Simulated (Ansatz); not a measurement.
# CsPbBr3 (Pm-3m): G0W0 under other settings

Aim: change settings of a G0W0 run on CsPbBr3 (Pm-3m) and see what moves.

Calculated with Ansatz 0.2.0; G0W0 on PBE, plane waves, PAW; PAW set soft_1.

## Step 1: Starting point

It takes space group Pm-3m (No. 221, cubic). The conventional cell has a = 5.870 Å, b = 5.870 Å, c = 5.870 Å, α = 90.00°, β = 90.00°, γ = 90.00°. Cs has 12 Br at 4.15 Å nearest. Pb has 6 Br at 2.94 Å nearest. Nearest to Br lie 2 Pb at 2.94 Å and 4 Cs at 4.15 Å. Farther neighbours and most contacts between anions are not listed.

The cell and positions come from the Crystallography Open Database and are kept as given unless a step says otherwise. Spin-orbit coupling is left out unless a step names it.

## Step 2: The base run: 2×2×2 mesh, 473 empty bands, screening to 102 eV, PAW set soft_1 files

G0W0 replaces the xc potential by the self-energy, built once from these orbitals. Only a window of levels is corrected, while the sums run over the empty bands that the input names. This step takes PAW set soft_1 files.

input.yaml reads:

```yaml
crystal:
  lattice:
    - [5.87, 0.0, 0.0]
    - [0.0, 5.87, 0.0]
    - [0.0, 0.0, 5.87]
  atoms:
    - { symbol: Cs, position: [0.0, 0.0, 0.0] }
    - { symbol: Pb, position: [0.5, 0.5, 0.5] }
    - { symbol: Br, position: [0.0, 0.5, 0.5] }
    - { symbol: Br, position: [0.5, 0.0, 0.5] }
    - { symbol: Br, position: [0.5, 0.5, 0.0] }
kpoints:
  mp_grid: { grid: [2, 2, 2] }
hamiltonian:
  xc: pbe
  pseudopotentials: { kind: paw, azcp: { folder: soft_1 } }
scf:
  occupations: { method: fixed }
gw:
  n_empty_bands: 473
  ecut_chi: 102
  qp_bands: [v2, c2]
  qp_kpoints: band_edges
  screening: { model: contour_deformation }
```

The run is started by

```bash
$ ansatz run input.yaml --threads 2 --pin off --max-ram 73728MiB --backend cuda --events-out ev --progress --plain --runs-dir out --devices 1 --max-vram 13GiB
```

Numbers of over 12 decimals in the logs are rounded to 6 here.

The log of the run:

```text
GPUs: using 1 of 1 available (devices: 1).
Engine: ansatz 0.2.0, x86_64-unknown-linux-gnu
Pseudopotentials: kind: paw
Pseudopotential: Cs, paw, valence charge 9, recommended cutoff 420 eV (normal), soft_1/Cs.paw.azcp
Pseudopotential: Pb, paw, valence charge 14, recommended cutoff 420 eV (normal), soft_1/Pb.paw.azcp
Pseudopotential: Br, paw, valence charge 7, recommended cutoff 420 eV (normal), soft_1/Br.paw.azcp
Functional definition: PBE
  parameter kappa = 0.804
  parameter beta = 0.066725
  exchange = pbe_x(kappa = kappa, mu = beta*pi^2/3)
  correlation = pbe_c(beta = beta)
device memory: the entry about to start is reckoned to put 1.3 GiB on a device that reports 49.7 GiB free (of which the cap on the GPU budget leaves the run 13.0 GiB)
GPU FFT provider: cuFFT
GPU libraries: cuBLAS 13.8.2, cuFFT 12.4.0, cuSOLVER 12.3.4
Crystal: 5 atoms, lattice volume = 202.262 Å³
Basis set: ecut = 420 eV, 3911 PW (Γ)
Bands: 27, of which v1, the nominal top of the filled ones, is band 22 counted from 1 (21 counted from 0)
Symmetry: 48 space group operations
Space group: Pm-3m (ITA 221), of the structure as read, at distance tolerance 5.9e-5 Å
k-points: 4 of 8
Non-local potential: Cs, projectors of the file, l = 0: 3, l = 1: 2, l = 2: 2, l = 3: 2
Non-local potential: Pb, projectors of the file, l = 0: 2, l = 1: 2, l = 2: 2, l = 3: 1
Non-local potential: Br, projectors of the file, l = 0: 2, l = 1: 2, l = 2: 2
PAW form: soft (Blöchl's): semilocal exchange-correlation on the pseudo side does not see the compensation charge
PAW one-centre angular grid: Cs, 194 points (default); XC on 64 Gauss nodes
PAW one-centre angular grid: Pb, 590 points (default); XC on 64 Gauss nodes
PAW one-centre angular grid: Br, 110 points (default); XC on 64 Gauss nodes
Initial density: superposition of atomic densities (chi_scale 0.1, normalization cell, long waves kept (reshape's long-wave potential 0.00 eV rms))
Initial wavefunctions: pseudopotential atomic-orbital guess
GPU buffer pool allocated for 64000 grid points (all kernels)
GPU transforms: local potential and band sums: pruned to the plane-wave sphere, on 40×40×40
Functional: x = pbe(κ = 0.804, μ = 0.219515), c = pbe(β = 0.066725)
SCF iter   1: F=—  HF=-25936.158172 eV  |F-HF|=—  |Δ(HF+E_count)|=         —  Δρ=1.96e-2  dr2=2.06e0  ethr=3.10e-3  ⟨swp⟩=5.0  Hψ=445  notcnv=0  defer=7
preconditioner: auto → Resta (q_TF=auto, 2.116 Å⁻¹)  ε∞=2.9  [insulator: Δε(μ)=1.422 eV  Ē_g=12.156 eV  n_scr=26 (ndim 8)  ℏωp=16.9 eV  f_vac=0.010  ε∞_Penn≈2.9]
SCF iter   2: F=—  HF=-25935.478865 eV  |F-HF|=—  |Δ(HF+E_count)|=   6.79e-1  Δρ=1.05e-2  dr2=7.47e-1  ethr=3.10e-3  ⟨swp⟩=2.5  Hψ=155  notcnv=0  defer=8
[...]
NSCF: frozen V_eff on 4 k-points
G₀W₀ screening: q 1/4
[... further progress lines ...]
SCF converged after 7 iterations
Free energy (F): -25935.132882 eV
Harris-Foulkes:  -25935.132881 eV  (|F-HF|=9.31e-8)
Internal energy: -25935.132882 eV  (E = F + TS)
E sigma→0 (E₀):  -25935.132882 eV
Fermi energy:    3.888631 eV
--- Per-component energies (eV) ---
  E_band       = -237.689042
  E_kinetic    = 833.501672
  E_local      = -2554.374304  (includes V_loc(G=0)·N_el)
  E_nonlocal   = 482.081697
  E_hartree    = 945.707243
  E_xc         = -979.681113
  E_vxc        = -606.187991  (∫ρ·V_xc dr)
  E_paw        = -22389.622392  (= ΣΔE_a)
  E_vpaw       = -284.120219  (= ΣTr[D̂ρ^β])
  E_aug_tail   = -0.000013  (compensation charges beyond the density's cutoff)
  E_ewald      = -2272.745672
  E_smearing   = -0.000000  (= −TS)
  E_closure    = 0.000000  (closes the sum)
  Σ components = -25935.132882   (vs F -25935.132882, Δ=0.00e0)
--- Band table (eV) ---
  k-point 0: bands = [... 18 lower, 1.7634, 1.8836, 1.8836, 1.8836, 6.9023, 7.9932, 7.9932, 8.7315, ... 1 higher]
  k-point 1: bands = [... 18 lower, 1.6322, 1.7740, 1.7740, 2.4733, 6.3976, 8.3534, 8.9608, 9.0202, ... 1 higher]
  k-point 2: bands = [... 18 lower, 1.5384, 1.6536, 2.2451, 3.1923, 5.9121, 5.9121, 8.7388, 9.0595, ... 1 higher]
  k-point 3: bands = [... 18 lower, 2.2572, 2.2572, 2.2572, 3.8886, 5.3596, 5.3596, 5.3596, 8.3881, ... 1 higher]
--- G₀W₀: contour deformation, 6 samples at zero and on the imaginary axis and 1 off it, 8 q-points, 473 empty bands' worth ---
  eigenvalues of the whole cell's RPA ε∞ on this k-mesh (on a slab, of 1 + 4πα/V) = 11.7897, 11.7897, 11.7897; static W/v taken at q = 0 is 0.084820
  bands read: the sum over 495 bands ends inside a degenerate multiplet in 2 slots, whose members it reads at an even weight; the widest, k=3: bands 494 to 496 (counted from 1) at 2/3 each
  gw.qp_kpoints: band_edges: 4 of 4 stored k-points solved, in 1 pass; an edge of the gap read off the rows below is read off those points alone
    ik  band        ε_KS         Σx   Σc(E_QP)       V_xc       Z   E_QP_lin       E_QP  E_QP is
     0    21      1.8836   -19.2923     2.9505   -15.4139  0.7226     0.9122     0.9558  root
     0    22      1.8836   -19.2923     2.9505   -15.4139  0.7226     0.9122     0.9558  root
     0    23      6.9023    -3.6721    -3.5474    -7.2416  0.7911     6.9244     6.9244  root
     0    24      7.9932    -3.3598    -3.5429    -7.0405  0.7898     8.1316     8.1310  root
     1    21      1.7740   -18.9929     2.9942   -15.0433  0.7213     0.7708     0.8186  root
     1    22      2.4733   -20.0215     2.3199   -16.9449  0.7342     1.6919     1.7166  root
     1    23      6.3976    -9.0286    -3.8455   -13.2691  0.7541     6.7981     6.7926  root
     1    24      8.3534    -4.6175    -3.6509    -8.4539  0.7825     8.5399     8.5388  root
[...]
3    21      2.2572   -19.6128     2.9211   -15.7572  0.7256     1.2794     1.3227  root
     3    22      3.8886   -19.9113     1.5823   -17.7277  0.7495     3.2743     3.2873  root
     3    23      5.3596    -7.7412    -3.6658   -11.6948  0.7664     5.6500     5.6474  root
     3    24      5.3596    -7.7412    -3.6658   -11.6948  0.7664     5.6500     5.6474  root
```

Run time: 6.3 s. Hardware: 1 × NVIDIA H100 80GB HBM3 (shared by 6 runs) with 2 threads of AMD EPYC 7R13 (Zen 3), shared host; peak memory 1.4 GiB.

In the SCF lines HF is the Harris–Foulkes energy and dr2 the Hartree energy of the density residual, in eV; the loop may stop once dr2 is under the threshold and the program's other checks hold. Hψ counts applications of the Hamiltonian.

This step gave:

| Quantity | Value |
| --- | --- |
| bands summed | 495 |
| RPA ε∞ on this mesh (eigenvalues) | 11.79, 11.79, 11.79 |
| plane waves in the screening matrix | 461 |
| q-points in the mesh | 8 |
| G0W0 gap on the mesh | 2.360 eV |
| k of the valence top | -0.5, -0.5, -0.5 |
| k of the conduction bottom | -0.5, -0.5, -0.5 |
| starting gap on the mesh | 1.471 eV |
| Z at the valence top | 0.7495 |
| Z at the conduction bottom | 0.7664 |
| least direct G0W0 gap on the computed points | 2.360 eV |

The gap on the mesh goes from 1.47 eV to 2.36 eV, a correction of +0.89 eV. Between the two edge states, bare exchange in place of the xc potential would open the gap by 6.14 eV, and correlation takes back 5.25 eV.

## Step 3: Variant: larger pair-density box

input.yaml: that of step 2 with these lines changed.

```diff
@@ -19,4 +19,4 @@
 gw:
-  n_empty_bands: 473
-  ecut_chi: 102
+  n_empty_bands: 459
+  ecut_chi: 100
   qp_bands: [v2, c2]
@@ -24 +24,2 @@
   screening: { model: contour_deformation }
+  ecutfock_ratio: 2
```

The log of the run:

```text
GPUs: using 1 of 1 available (devices: 1).
[...]
GPU FFT provider: cuFFT
GPU libraries: cuBLAS 13.8.2, cuFFT 12.4.0, cuSOLVER 12.3.4
Crystal: 5 atoms, lattice volume = 202.262 Å³
Basis set: ecut = 420 eV, 3911 PW (Γ)
Bands: 27, of which v1, the nominal top of the filled ones, is band 22 counted from 1 (21 counted from 0)
[... 1 set-up line as in the run before ...]
[...]
k-points: 4 of 8
[...]
GPU buffer pool allocated for 64000 grid points (all kernels)
[...]
SCF iter   1: F=—  HF=-25936.158172 eV  |F-HF|=—  |Δ(HF+E_count)|=         —  Δρ=1.96e-2  dr2=2.06e0  ethr=3.10e-3  ⟨swp⟩=5.0  Hψ=445  notcnv=0  defer=7
[...]
SCF iter   7: F=-25935.132882 eV  HF=-25935.132881 eV  |F-HF|=9.31e-8  |Δ(HF+E_count)|=   3.54e-6  Δρ=5.70e-6  dr2=9.68e-8  ethr=2.27e-10  ⟨swp⟩=11.0  Hψ=585  notcnv=0
SCF 1 converged in 7 iterations: F = -25935.132882 eV  dr2 = 9.68e-8
[...]
NSCF: frozen V_eff on 4 k-points
[...]
G₀W₀ screening: q 1/4
[... further progress lines ...]
SCF converged after 7 iterations
Free energy (F): -25935.132882 eV
[...]
Internal energy: -25935.132882 eV  (E = F + TS)
E sigma→0 (E₀):  -25935.132882 eV
Fermi energy:    3.888631 eV
[...]
--- Band table (eV) ---
  k-point 0: bands = [... 18 lower, 1.7634, 1.8836, 1.8836, 1.8836, 6.9023, 7.9932, 7.9932, 8.7315, ... 1 higher]
  k-point 1: bands = [... 18 lower, 1.6322, 1.7740, 1.7740, 2.4733, 6.3976, 8.3534, 8.9608, 9.0202, ... 1 higher]
  k-point 2: bands = [... 18 lower, 1.5384, 1.6536, 2.2451, 3.1923, 5.9121, 5.9121, 8.7388, 9.0595, ... 1 higher]
  k-point 3: bands = [... 18 lower, 2.2572, 2.2572, 2.2572, 3.8886, 5.3596, 5.3596, 5.3596, 8.3881, ... 1 higher]
[...]
0    21      1.8836   -19.2923     2.9569   -15.4139  0.7227     0.9194     0.9622  root
     0    22      1.8836   -19.2923     2.9569   -15.4139  0.7227     0.9194     0.9622  root
     0    23      6.9023    -3.6721    -3.5452    -7.2416  0.7911     6.9266     6.9266  root
     0    24      7.9932    -3.3598    -3.5405    -7.0405  0.7898     8.1341     8.1335  root
     1    21      1.7740   -18.9929     3.0003   -15.0433  0.7213     0.7778     0.8247  root
     1    22      2.4733   -20.0215     2.3270   -16.9449  0.7342     1.6997     1.7238  root
     1    23      6.3976    -9.0286    -3.8403   -13.2691  0.7541     6.8034     6.7977  root
     1    24      8.3534    -4.6175    -3.6480    -8.4539  0.7826     8.5429     8.5418  root
[...]
3    21      2.2572   -19.6128     2.9277   -15.7572  0.7257     1.2868     1.3293  root
     3    22      3.8886   -19.9113     1.5900   -17.7277  0.7495     3.2824     3.2950  root
     3    23      5.3596    -7.7412    -3.6614   -11.6948  0.7665     5.6545     5.6518  root
     3    24      5.3596    -7.7412    -3.6614   -11.6948  0.7665     5.6545     5.6518  root
```

Wall time 6.1 s (1 × NVIDIA H100 80GB HBM3 (shared by 6 runs) with 2 threads); peak memory 1.4 GiB.

The G0W0 gap on the mesh is 2.357 eV.

Against the base:

```csv
setting,base,variant
empty bands,473,459
screening cutoff (eV),102,100
ecutfock ratio,-,2
```

```csv
quantity,variant,base
starting gap on the mesh,1.471,1.471
G0W0 gap on the mesh,2.357,2.360
least direct G0W0 gap on the computed points,2.357,2.360
Z at the valence top,0.750,0.749
Z at the conduction bottom,0.766,0.766
```

## Step 4: Variant: norm-conserving files, smooth pair densities

This step: G0W0 on PBE, plane waves, norm-conserving pseudopotentials.

input.yaml, the sections that differ from step 3:

```yaml
hamiltonian:
  xc: pbe
  pseudopotentials: { kind: nc }
gw:
  n_empty_bands: 328
  ecut_chi: 80
  qp_bands: [v2, c2]
  qp_kpoints: band_edges
  screening: { model: contour_deformation }
  pair_densities: pseudo
# crystal, kpoints, scf: as in step 3
```

The log of the run:

```text
GPUs: using 1 of 1 available (devices: 1).
[...]
GPU FFT provider: cuFFT
GPU libraries: cuBLAS 13.8.2, cuFFT 12.4.0, cuSOLVER 12.3.4
Crystal: 5 atoms, lattice volume = 202.262 Å³
Basis set: ecut = 850 eV, 11363 PW (Γ)
Bands: 27, of which v1, the nominal top of the filled ones, is band 22 counted from 1 (21 counted from 0)
[... 1 set-up line as in the run before ...]
[...]
k-points: 4 of 8
[...]
GPU buffer pool allocated for 216000 grid points (all kernels)
[...]
SCF iter   1: F=—  HF=-4143.095168 eV  |F-HF|=—  |Δ(HF+E_count)|=         —  Δρ=1.90e-2  dr2=2.22e0  ethr=3.10e-3  ⟨swp⟩=5.0  Hψ=474  notcnv=0  defer=8
[...]
SCF iter   7: F=-4141.955571 eV  HF=-4141.955571 eV  |F-HF|=3.28e-8  |Δ(HF+E_count)|=   6.91e-7  Δρ=4.01e-6  dr2=2.74e-8  ethr=2.27e-10  ⟨swp⟩=12.5  Hψ=581  notcnv=0
SCF 1 converged in 7 iterations: F = -4141.955571 eV  dr2 = 2.74e-8
[...]
G₀W₀ screening: q 1/4
[... further progress lines ...]
SCF converged after 7 iterations
Free energy (F): -4141.955571 eV
[...]
Internal energy: -4141.955571 eV  (E = F + TS)
E sigma→0 (E₀):  -4141.955571 eV
Fermi energy:    3.919230 eV
[...]
--- Band table (eV) ---
  k-point 0: bands = [... 18 lower, 1.7998, 1.9195, 1.9195, 1.9195, 6.9375, 8.0319, 8.0319, 8.7717, ... 1 higher]
  k-point 1: bands = [... 18 lower, 1.6686, 1.8100, 1.8100, 2.5064, 6.4183, 8.3897, 8.9979, 9.0597, ... 1 higher]
  k-point 2: bands = [... 18 lower, 1.5751, 1.6888, 2.2815, 3.2240, 5.9345, 5.9345, 8.7625, 9.0994, ... 1 higher]
  k-point 3: bands = [... 18 lower, 2.2936, 2.2936, 2.2936, 3.9192, 5.3835, 5.3835, 5.3835, 8.4247, ... 1 higher]
[...]
0    21      1.9195   -16.4905     3.0306   -12.6007  0.7232     1.0242     1.0603  root
     0    22      1.9195   -16.4905     3.0306   -12.6007  0.7232     1.0242     1.0603  root
     0    23      6.9375    -2.5461    -3.5344    -6.0543  0.7912     6.9114     6.9114  root
     0    24      8.0319    -2.7275    -3.5136    -6.3471  0.7893     8.1382     8.1379  root
     1    21      1.8100   -16.3173     3.0707   -12.3593  0.7219     0.8833     0.9228  root
     1    22      2.5064   -16.6072     2.3723   -13.5167  0.7346     1.7662     1.7882  root
     1    23      6.4183    -7.4658    -3.1987   -10.8249  0.7531     6.5795     6.5787  root
     1    24      8.3897    -3.2737    -3.6153    -7.0321  0.7824     8.5334     8.5327  root
[...]
3    21      2.2936   -16.6830     2.9990   -12.8238  0.7263     1.3982     1.4334  root
     3    22      3.9192   -16.4157     1.6857   -13.9552  0.7494     3.1202     3.1444  root
     3    23      5.3835    -6.5278    -3.1193    -9.7316  0.7656     5.4681     5.4678  root
     3    24      5.3835    -6.5278    -3.1193    -9.7316  0.7656     5.4681     5.4678  root
```

It took 7.2 s on 1 × NVIDIA H100 80GB HBM3 (shared by 6 runs) with 2 threads; peak memory 1.5 GiB.

The G0W0 gap on the mesh is 2.323 eV.

Against the base:

```csv
setting,base,variant
files,PAW set soft_1,norm-conserving
empty bands,473,328
screening cutoff (eV),102,80
pair densities,-,pseudo
```

```csv
quantity,variant,base
starting gap on the mesh,1.464,1.471
G0W0 gap on the mesh,2.323,2.360
least direct G0W0 gap on the computed points,2.323,2.360
Z at the valence top,0.749,0.749
Z at the conduction bottom,0.766,0.766
```

## Step 5: What came out

* base: 2.36 eV, 6.3 s
* larger pair-density box: 2.36 eV, 6.1 s
* norm-conserving files, smooth pair densities: 2.32 eV, 7.2 s

Larger pair-density box: the gap moves by −0.003 eV. The variant differs from the base in empty bands, screening cutoff and ecutfock ratio together, so the change can't be laid to one of them. Norm-conserving files, smooth pair densities: the gap moves by −0.04 eV (the plane-wave cutoff goes from 420 to 850 eV). The variant differs from the base in files, empty bands, screening cutoff and pair densities together, so the change can't be laid to one of them. All runs here use a coarse mesh and modest cutoffs; they test settings and are not final values. The 2×2×2 mesh is coarse for this cell (its supercell is 12 Å along the shortest edge). The RPA ε∞ on it, from the PBE start, is 11.79; such meshes misread the long-range screening, most where the gap is narrow. Where an edge is built on 6p states of lead, bismuth or thallium, scalar-relativistic gaps usually stand too wide, by a few tenths to over one eV. This is the ideal cubic cell; many perovskites, halides above all, are cubic only on average, and local tilts or off-centring can widen the gap. The many-body steps are scalar-relativistic: spin-orbit coupling is not in them.

[Paths, hosts, dates, memory and timing lines, banners, echoed tables and standing remarks are left out of the program output.]

[Logs are printed without paths, hosts, clocks, repeated set-up lines and the standing remarks that a program may print on its own settings, such as how far it seeks lower states.]

[Runs of the session that timed out or met a known fault of the program may be left out.]

[Cells called generated may have been cut or substituted from an entry of the Crystallography Open Database or the Materials Project.]

[Hosts, paths, dates, database ids (printed as entryN), source tags and the programs' standing remarks are cut or masked in the printed files.]
